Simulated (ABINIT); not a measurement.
Planning a run of ABINIT 10.8.3 on Diamond (Fd-3m, 2 atoms a cell). The input:

```
acell 3*1.0 Angstrom
rprim 
  -0.000000000000 1.783370000000 1.783370000000
  1.783370000000 -0.000000000000 1.783370000000
  1.783370000000 1.783370000000 0.000000000000
ntypat 1
znucl 6
natom 2
typat 1 1
xred 
  -0.000000000000 0.000000000000 0.000000000000
  0.250000000000 0.250000000000 0.250000000000
pp_dirpath "pseudos"
pseudos "C.upf"
ecut 37
ngkpt 8 8 8
nshiftk 1
shiftk 0 0 0
kptopt 1
chksymbreak 0
istwfk *1
occopt 1
irdwfk 1
optdriver 3
nband 210
ecuteps 16
inclvkb 2
awtr 1
symchi 1
indata_prefix "in"
outdata_prefix "out"
tmpdata_prefix "tmp"
```

```sh
OMP_NUM_THREADS=1 mpirun -n 8 abinit run.abi > log
```

**Question.** Estimate wall time and host memory on 8 MPI ranks of Arm Neoverse V1, shared host.

It took 4.2 min; on shared hardware allow 2.1 min to 8.5 min. Peak host memory was 3.0 GiB.

[Paths, hosts, dates, memory and timing lines, banners, echoed tables and standing remarks are left out of the program output.]

[Logs are printed without paths, hosts, clocks, repeated set-up lines and the standing remarks that a program may print on its own settings, such as how far it seeks lower states.]

[Runs of the session that timed out or met a known fault of the program may be left out.]

[Hosts, paths, dates, database ids (printed as entryN), source tags and the programs' standing remarks are cut or masked in the printed files.]

[G0W0 gaps are taken among the corrected bands and points alone; a level outside them can change the order at an edge.]

[Where Ansatz stands beside ABINIT at settings called matched, ABINIT's density can come from a denser mesh and the files from another edition; pairs whose starting gaps differed by over 0.03 eV were left out, so agreement reads better than it is.]
